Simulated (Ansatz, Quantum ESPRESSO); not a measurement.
# Na3OF (Pm-3m): Raman and infrared activity, part 2 of 3

Which lines does Na3OF (Pm-3m) show in Raman and infrared spectra?

Quantum ESPRESSO 8.0 development, patched; DFT LDA, scalar-relativistic, plane waves, PseudoDojo norm-conserving pseudopotentials.

So far. Step 2 (A probe with smearing): A gap of 1.7 eV opens on this mesh, so the crystal is taken as an insulator; the start stands at -5.8 GPa. Step 4 (Self-consistent run for the response): The cell stands at 0.005 GPa, close enough for phonons. The relaxed cell has a = 4.269 Å (conventional setting).

The structure was built from a prototype and need not be the compound's stable phase.

### Step 5. Zone-centre response

At q = 0 one unit cell holds all displacements; symmetry groups them into irreducible representations that are solved one by one. The response to a field gives ε∞ and the Born charges, which polar modes need. Third-order response adds the Raman tensors.

ph.in reads:

```
phonons
&INPUTPH
  prefix = 'x'
  outdir = './tmp'
  fildyn = 'g.dyn'
  tr2_ph = 1.0d-18
  epsil  = .true.
  lraman = .true.
  elop   = .true.
/
0.000000000000 0.000000000000 0.000000000000
```

Started as:

```bash
$ OMP_NUM_THREADS=1 mpirun -n 8 ph.x -nk 8 -in ph.in > ph.out
```

Output:

```text
[banners, grids, parts of the stress and lines that vanish by symmetry left out]
[banner, memory and clock lines left out]
Program PHONON v.8.0dev

[...]
(   1q-points):
[...]
Exchange-correlation= PW
                           (   1   4   0   0   0   0   0)
[...]
kinetic-energy cut-off    =      88.0000  Ry
     charge density cut-off    =     352.0000  Ry
     convergence threshold     =      1.0E-18
[...]
Exchange-correlation= PW
                           (   1   4   0   0   0   0   0)
[...]
q = (   0.0000000   0.0000000   0.0000000 )
     49 Sym.Ops. (with q -> -q+G )
     G cutoff =  580.3970  (  58365 G-vectors)     FFT grid: ( 50, 50, 50)
     number of k points=    20
[...]
Mode symmetry, O_h (m-3m)  point group:
[...]
Dielectric constant
[...]
End of electric fields calculation
          Dielectric constant in cartesian axis
          (       2.550888534       0.000000000       0.000000000 )
          (       0.000000000       2.550888534       0.000000000 )
          (       0.000000000       0.000000000       2.550888534 )
          Effective charges (d Force / dE) in cartesian axis without acoustic sum rule applied (asr)
           atom    1  F     Mean Z*:       -1.26098
      Ex  (       -1.26098        0.00000        0.00000 )
      Ey  (        0.00000       -1.26098        0.00000 )
      Ez  (        0.00000        0.00000       -1.26098 )
           atom    2  O     Mean Z*:       -1.60733
      Ex  (       -1.60733        0.00000        0.00000 )
      Ey  (        0.00000       -1.60733        0.00000 )
      Ez  (        0.00000        0.00000       -1.60733 )
           atom    3  Na    Mean Z*:        0.95580
      Ex  (        0.98239        0.00000        0.00000 )
      Ey  (        0.00000        0.98239        0.00000 )
      Ez  (        0.00000        0.00000        0.90262 )
           atom    4  Na    Mean Z*:        0.95580
      Ex  (        0.98239        0.00000        0.00000 )
      Ey  (        0.00000        0.90262        0.00000 )
      Ez  (        0.00000        0.00000        0.98239 )
           atom    5  Na    Mean Z*:        0.95580
      Ex  (        0.90262        0.00000        0.00000 )
      Ey  (        0.00000        0.98239        0.00000 )
      Ez  (        0.00000        0.00000        0.98239 )
          Effective charges Sum: Mean:       -0.00091
[...]
Effective charges (d Force / dE) in cartesian axis with asr applied:
           atom    1  F     Mean Z*:       -1.26080
[...]
atom    2  O     Mean Z*:       -1.60714
[...]
atom    3  Na    Mean Z*:        0.95598
[...]
atom    4  Na    Mean Z*:        0.95598
[...]
atom    5  Na    Mean Z*:        0.95598
[...]
Dielectric constant from finite-differences
          (       2.550858917       0.000000000       0.000000000 )
          (       0.000000000       2.550858917       0.000000000 )
          (       0.000000000       0.000000000       2.550858917 )
[...]
(       0.000000000       0.000000000       0.000000000 )
          (       0.000000000       0.000000000       0.000000000 )
          (       0.000000000      -0.000000000       0.000000000 )
          (       0.000000000       0.000000000       0.000000000 )
          (       0.000000000       0.000000000       0.000000000 )
          (      -0.000000000       0.000000000       0.000000000 )
          (       0.000000000      -0.000000000       0.000000000 )
          (       0.000000000       0.000000000       0.000000000 )
[...]
(       0.000000000       0.000000000       0.000000000 )
          (      -0.000000000       0.000000000       0.000000000 )
          (       0.000000000       0.000000000       0.000000000 )
          (       0.000000000       0.000000000       0.000000000 )
          (       0.000000000       0.000000000       0.000000000 )
[...]
Representation #   1 modes #   1   2   3
[...]
End of self-consistent calculation
     Convergence has been achieved
     Representation #   2 modes #   4   5   6
[...]
End of self-consistent calculation
     Convergence has been achieved
     Representation #   3 modes #   7   8   9
[...]
End of self-consistent calculation
     Convergence has been achieved
     Representation #   4 modes #  10  11  12
[...]
End of self-consistent calculation
     Convergence has been achieved
     Representation #   5 modes #  13  14  15
[...]
End of self-consistent calculation
     Convergence has been achieved
[...]
Dielectric constant in cartesian axis
          (       2.550888534       0.000000000       0.000000000 )
          (       0.000000000       2.550888534       0.000000000 )
          (       0.000000000       0.000000000       2.550888534 )
          Effective charges (d Force / dE) in cartesian axis without acoustic sum rule applied (asr)
           atom    1  F     Mean Z*:       -1.26098
      Ex  (       -1.26098        0.00000        0.00000 )
      Ey  (        0.00000       -1.26098        0.00000 )
      Ez  (        0.00000        0.00000       -1.26098 )
           atom    2  O     Mean Z*:       -1.60733
      Ex  (       -1.60733        0.00000        0.00000 )
      Ey  (        0.00000       -1.60733        0.00000 )
      Ez  (        0.00000        0.00000       -1.60733 )
           atom    3  Na    Mean Z*:        0.95580
      Ex  (        0.98239        0.00000        0.00000 )
      Ey  (        0.00000        0.98239        0.00000 )
      Ez  (        0.00000        0.00000        0.90262 )
           atom    4  Na    Mean Z*:        0.95580
      Ex  (        0.98239        0.00000        0.00000 )
      Ey  (        0.00000        0.90262        0.00000 )
      Ez  (        0.00000        0.00000        0.98239 )
           atom    5  Na    Mean Z*:        0.95580
      Ex  (        0.90262        0.00000        0.00000 )
      Ey  (        0.00000        0.98239        0.00000 )
      Ez  (        0.00000        0.00000        0.98239 )
          Effective charges Sum: Mean:       -0.00091
[...]
Effective charges (d Force / dE) in cartesian axis with asr applied:
           atom    1  F     Mean Z*:       -1.26080
[...]
atom    2  O     Mean Z*:       -1.60714
[...]
atom    3  Na    Mean Z*:        0.95598
[...]
atom    4  Na    Mean Z*:        0.95598
[...]
atom    5  Na    Mean Z*:        0.95598
[...]
q = (    0.000000000   0.000000000   0.000000000 )
[...]
freq (    1) =      -4.104854 [THz] =    -136.923190 [cm-1]
     freq (    2) =      -4.104854 [THz] =    -136.923190 [cm-1]
     freq (    3) =      -4.104854 [THz] =    -136.923190 [cm-1]
     freq (    4) =      -1.556510 [THz] =     -51.919588 [cm-1]
     freq (    5) =      -1.556510 [THz] =     -51.919588 [cm-1]
     freq (    6) =      -1.556510 [THz] =     -51.919588 [cm-1]
     freq (    7) =       0.492651 [THz] =      16.433076 [cm-1]
     freq (    8) =       0.492651 [THz] =      16.433076 [cm-1]
     freq (    9) =       0.492651 [THz] =      16.433076 [cm-1]
     freq (   10) =       7.084558 [THz] =     236.315433 [cm-1]
     freq (   11) =       7.084558 [THz] =     236.315433 [cm-1]
     freq (   12) =       7.084558 [THz] =     236.315433 [cm-1]
     freq (   13) =      15.312768 [THz] =     510.778973 [cm-1]
     freq (   14) =      15.312768 [THz] =     510.778973 [cm-1]
     freq (   15) =      15.312768 [THz] =     510.778973 [cm-1]
[...]
Mode symmetry, O_h (m-3m)  point group:
     freq (   1-   3) =       -136.9  [cm-1]   --> T_1u G_15  G_4- I
     freq (   4-   6) =        -51.9  [cm-1]   --> T_2u G_25  G_5-
     freq (   7-   9) =         16.4  [cm-1]   --> T_1u G_15  G_4- I
     freq (  10-  12) =        236.3  [cm-1]   --> T_1u G_15  G_4- I
     freq (  13-  15) =        510.8  [cm-1]   --> T_1u G_15  G_4- I
```

Run time: 10 min. Hardware: 8 MPI ranks of Intel Xeon Platinum 8488C (Sapphire Rapids), shared host.

This step gave:

| Item | Value |
| --- | --- |
| miss of the charge sum rule | 9.10e-4 e |
| largest acoustic frequency at the zone centre before the sum rule | 16.43 cm⁻¹ |
| highest optical zone-centre mode (no LO-TO term) | 510.8 cm⁻¹ |
| lowest optical zone-centre mode | -136.9 cm⁻¹ |
| mean high-frequency dielectric constant | 2.551 |
| largest Born charge in size (third of the trace) | 1.607 e |

Born charge (rows field, columns displacement), before the sum rule (e), principal values of the symmetric part by kind of site:

```tsv
atom	atoms with these values	low	middle	high	mean
F1	1	-1.26	-1.26	-1.26	-1.26
O2	1	-1.61	-1.61	-1.61	-1.61
Na3	3	0.90	0.98	0.98	0.96
```

In full for F1:

```
-1.26  0.00  0.00
 0.00 -1.26  0.00
 0.00  0.00 -1.26
```

High-frequency dielectric tensor:

```
2.55 0.00 0.00
0.00 2.55 0.00
0.00 0.00 2.55
```

The acoustic modes at Γ come out as far as 16.4 cm⁻¹ from zero, where they should vanish, a sizeable error of basis and grid; the Born charges miss their sum rule by 9.1e-4 e, which is good. The lowest optical mode is imaginary, 137i cm⁻¹, an instability at this level and on this k mesh.

### Step 6. Zone-centre analysis

A rigid shift of the crystal must cost nothing, but grids and finite bases break this; the acoustic sum rule is imposed before the matrix is diagonalised again. With Born charges the intensities follow; a static dielectric tensor has no meaning with imaginary modes.

dynmat.in reads:

```
&INPUT
  fildyn = 'g.dyn'
  asr    = 'simple'
  fileig = 'dynmat.eig'
  lperm  = .true.
/
```

Started as:

```bash
$ dynmat.x -in dynmat.in > dynmat.out
```

Output:

```text
[banner, memory and clock lines left out]
Program DYNMAT v.8.0dev

     Reading Dynamical Matrix from file g.dyn
     ...Force constants read
     ...epsilon and Z* read
     ...Raman cross sections read
     A direction for q was not specified:TO-LO splitting will be absent

     Polarizability (A^3 units)
     multiply by 0.659212 for Clausius-Mossotti correction (not under assume_isolated = 'mt')
         9.604780    0.000000    0.000000
         0.000000    9.604780    0.000000
         0.000000    0.000000    9.604780

     IR activities are in (D/A)^2/amu units

# mode   [cm-1]    [THz]      IR
    1   -137.36   -4.1178    4.0614
    2   -137.36   -4.1178    4.0614
    3   -137.36   -4.1178    4.0614
    4    -55.59   -1.6667    0.0000
    5    -55.59   -1.6667    0.0000
    6    -55.59   -1.6667    0.0000
    7     -0.00   -0.0000    0.0000
    8     -0.00   -0.0000    0.0000
    9      0.00    0.0000    0.0000
   10    235.80    7.0691    0.5001
   11    235.80    7.0691    0.5001
   12    235.80    7.0691    0.5001
   13    510.60   15.3075    3.8492
   14    510.60   15.3075    3.8492
   15    510.60   15.3075    3.8492

Electronic dielectric permittivity tensor (relative, adimensional)
         2.550889    0.000000    0.000000
         0.000000    2.550889    0.000000
         0.000000    0.000000    2.550889

 ... with zone-center polar mode contributions
         3.201994   -0.000000   -0.000000
        -0.000000    3.201994   -0.000000
        -0.000000   -0.000000    3.201994

[end of the log left out, with the tail of the file of modes that dynmat.x writes under the same name]
```

Wall time 0.62 s (1 thread).

Numbers from this step:

- highest optical zone-centre mode (no LO-TO term): 510.6 cm⁻¹
- lowest optical zone-centre mode: -137.4 cm⁻¹

Unit eigenvectors of the mass-weighted matrix after the sum rule; no LO-TO term. The modes at Γ (shares of kinetic energy by element, %) (negative means imaginary):

```tsv
mode	frequency (cm⁻¹)	F %	O %	Na %
1	-137.4	69	0	31
2	-137.4	69	0	31
3	-137.4	69	0	31
4	-55.6	0	0	100
5	-55.6	0	0	100
6	-55.6	0	0	100
7	0.0	18	15	66
8	0.0	18	15	66
9	0.0	18	15	66
10	235.8	12	28	59
11	235.8	12	28	59
12	235.8	12	28	59
13	510.6	0	56	44
14	510.6	0	56	44
15	510.6	0	56	44
```

Displacements in mode 2 (-137.4 cm⁻¹), the largest set to 1:
```
F1   0.00  0.02  1.00
O2   0.00  0.00  0.05
Na3  0.00 -0.01 -0.01
Na4  0.00  0.00 -0.43
Na5  0.00 -0.01 -0.43
```

Displacements in mode 15 (510.6 cm⁻¹), the largest set to 1:
```
F1   0.00  0.00 -0.02
O2  -0.15  0.00  1.00
Na3  0.00  0.00 -0.74
Na4  0.00  0.00  0.03
Na5  0.11  0.00  0.03
```

Degenerate modes summed, no LO-TO term; imaginary modes left out. Lines of the infrared spectrum (strongest = 100):

```tsv
position (cm⁻¹)	lines merged	IR intensity, relative
236	3	13
511	3	100
```

The rule also moves an optical mode by 3.7 cm⁻¹.

### Step 7. Sum rules set otherwise: a sum rule for molecules or wires on a crystal

This rule also removes rotations, which suits wires and not a crystal; it is tried to see the harm.

dynmat.in reads:

```
&INPUT
  fildyn = 'g.dyn'
  asr    = 'one-dim'
  fileig = 'dynmat.eig'
  lperm  = .true.
/
```

Started as:

```bash
$ dynmat.x -in dynmat.in > dynmat.out
```

Output:

```text
[banner, memory and clock lines left out]
Program DYNMAT v.8.0dev

     Reading Dynamical Matrix from file g.dyn
     ...Force constants read
     ...epsilon and Z* read
     ...Raman cross sections read
asr rotation axis in 1D system=    3
     Acoustic Sum Rule: || Z*(ASR) - Z*(orig)|| =    7.078306E-04
     Acoustic Sum Rule: ||dyn(ASR) - dyn(orig)||=    7.671616E-02
     Message from routine dynmat:
     WARNING: the charges keep any dipole. Ignore the strengths of the modes set to zero; with q typed a rigid rotation may get a frequency
     A direction for q was not specified:TO-LO splitting will be absent

     Polarizability (A^3 units)
     multiply by 0.659212 for Clausius-Mossotti correction (not under assume_isolated = 'mt')
         9.604780    0.000000    0.000000
         0.000000    9.604780    0.000000
         0.000000    0.000000    9.604780

     IR activities are in (D/A)^2/amu units

# mode   [cm-1]    [THz]      IR
    1   -136.83   -4.1022    4.0563
    2   -136.83   -4.1022    4.0563
    3   -121.16   -3.6324    3.4542
    4    -51.92   -1.5565    0.0000
    5    -51.92   -1.5565    0.0000
    6     -0.00   -0.0000    0.0016
    7     -0.00   -0.0000    0.0028
    8      0.00    0.0000    0.0010
    9      0.00    0.0000    0.0660
   10    163.86    4.9123    1.1120
   11    236.32    7.0847    0.5070
   12    236.32    7.0847    0.5070
   13    510.81   15.3138    3.8474
   14    510.81   15.3138    3.8474
   15    511.42   15.3319    3.7731

Electronic dielectric permittivity tensor (relative, adimensional)
         2.550889    0.000000    0.000000
         0.000000    2.550889    0.000000
         0.000000    0.000000    2.550889

 ... with zone-center polar mode contributions
         3.642543   -0.438772   -0.000000
        -0.438772    3.642543    0.000000
        -0.000000    0.000000    3.203771

[end of the log left out, with the tail of the file of modes that dynmat.x writes under the same name]
```

It took 0.6 s on 1 thread.

The run ended normally, but on settings that are not sound.

The fault: a sum rule for molecules or wires on a crystal; 1 optical mode is projected out to zero frequency, as if it were a rotation.

For a crystal the rule has to be 'simple' or 'crystal'.

Zone-centre frequencies as printed; negative means imaginary. Modes:

```tsv
mode	frequency (cm⁻¹)
1	-136.8
2	-136.8
3	-121.2
4	-51.92
5	-51.92
6	0
7	0
8	0
9	0
10	163.9
11	236.3
12	236.3
13	510.8
14	510.8
15	511.4
```

### Step 8. Sum rules set otherwise (asr no)

Without the rule the raw error of the acoustic modes shows.

dynmat.in reads:

```
&INPUT
  fildyn = 'g.dyn'
  asr    = 'no'
  fileig = 'dynmat.eig'
  lperm  = .true.
/
```

Started as:

```bash
$ dynmat.x -in dynmat.in > dynmat.out
```

Output:

```text
[banner, memory and clock lines left out]
Program DYNMAT v.8.0dev

     Reading Dynamical Matrix from file g.dyn
     ...Force constants read
     ...epsilon and Z* read
     ...Raman cross sections read
     A direction for q was not specified:TO-LO splitting will be absent

     Polarizability (A^3 units)
     multiply by 0.659212 for Clausius-Mossotti correction (not under assume_isolated = 'mt')
         9.604780    0.000000    0.000000
         0.000000    9.604780    0.000000
         0.000000    0.000000    9.604780

     IR activities are in (D/A)^2/amu units

# mode   [cm-1]    [THz]      IR
    1   -136.92   -4.1049    4.0574
    2   -136.92   -4.1049    4.0574
    3   -136.92   -4.1049    4.0574
    4    -51.92   -1.5565    0.0000
    5    -51.92   -1.5565    0.0000
    6    -51.92   -1.5565    0.0000
    7     16.43    0.4927    0.0002
    8     16.43    0.4927    0.0002
    9     16.43    0.4927    0.0002
   10    236.32    7.0846    0.5068
   11    236.32    7.0846    0.5068
   12    236.32    7.0846    0.5068
   13    510.78   15.3128    3.8466
   14    510.78   15.3128    3.8466
   15    510.78   15.3128    3.8466

Electronic dielectric permittivity tensor (relative, adimensional)
         2.550889    0.000000    0.000000
         0.000000    2.550889    0.000000
         0.000000    0.000000    2.550889

 ... with zone-center polar mode contributions
         3.223632   -0.000000   -0.000000
        -0.000000    3.223632    0.000000
        -0.000000    0.000000    3.223632

[end of the log left out, with the tail of the file of modes that dynmat.x writes under the same name]
```

Wall time 0.57 s (1 thread).

Numbers from this step:

```yaml
highest_optical_zone_centre_mode_no_lo_to_term: 510.8 cm⁻¹
lowest_optical_zone_centre_mode: -136.9 cm⁻¹
```

Zone-centre frequencies as printed; negative means imaginary. Modes:

```tsv
mode	frequency (cm⁻¹)
1	-136.9
2	-136.9
3	-136.9
4	-51.92
5	-51.92
6	-51.92
7	16.43
8	16.43
9	16.43
10	236.3
11	236.3
12	236.3
13	510.8
14	510.8
15	510.8
```

Against the first rule no mode moves by more than 16.5 cm⁻¹.

### Step 9. Modes along a direction of q (1 0 0)

A longitudinal polar mode sets up a macroscopic field that stiffens it; the term hangs on the direction from which q goes to zero.

dynmat.in reads:

```
&INPUT
  fildyn = 'g.dyn'
  asr    = 'simple'
  fileig = 'dynmat.eig'
  q(1)   = 1.0
  q(2)   = 0.0
  q(3)   = 0.0
/
```

Started as:

```bash
$ dynmat.x -in dynmat.in > dynmat.out
```

Output:

```text
[banner, memory and clock lines left out]
Program DYNMAT v.8.0dev

     Reading Dynamical Matrix from file g.dyn
     ...Force constants read
     ...epsilon and Z* read
     ...Raman cross sections read

     Polarizability (A^3 units)
     multiply by 0.659212 for Clausius-Mossotti correction (not under assume_isolated = 'mt')
         9.604780    0.000000    0.000000
         0.000000    9.604780    0.000000
         0.000000    0.000000    9.604780

     IR activities are in (D/A)^2/amu units

# mode   [cm-1]    [THz]      IR
    1   -137.36   -4.1178    4.0614
    2   -137.36   -4.1178    4.0614
    3    -55.59   -1.6667    0.0000
    4    -55.59   -1.6667    0.0000
    5    -55.59   -1.6667    0.0000
    6     -0.00   -0.0000    0.0000
    7     -0.00   -0.0000    0.0000
    8      0.00    0.0000    0.0000
    9    121.29    3.6361    2.1851
   10    235.80    7.0691    0.5001
   11    235.80    7.0691    0.5001
   12    252.00    7.5547    0.9950
   13    510.60   15.3075    3.8492
   14    510.60   15.3075    3.8492
   15    556.41   16.6808    5.2306

[end of the log left out, with the tail of the file of modes that dynmat.x writes under the same name]
```

Wall time 0.58 s (1 thread).

Read from the output:

* highest mode moved by the LO-TO term: 556.4 cm⁻¹

Zone-centre frequencies as printed; negative means imaginary. Modes:

```tsv
mode	frequency (cm⁻¹)
1	-137.4
2	-137.4
3	-55.59
4	-55.59
5	-55.59
6	0
7	0
8	0
9	121.3
10	235.8
11	235.8
12	252
13	510.6
14	510.6
15	556.4
```

The field moves 3 modes; the highest of them now lies at 556 cm⁻¹, where the highest that moved away lay at 511.

(Continued in part 3 of 3.)

[Host names and launcher messages were left out of these logs when they were recorded.]

[Logs are printed without paths, hosts, clocks, repeated set-up lines and the standing remarks that a program may print on its own settings, such as how far it seeks lower states.]

[Hosts, paths, dates, database ids (printed as entryN), source tags and the programs' standing remarks are cut or masked in the printed files.]
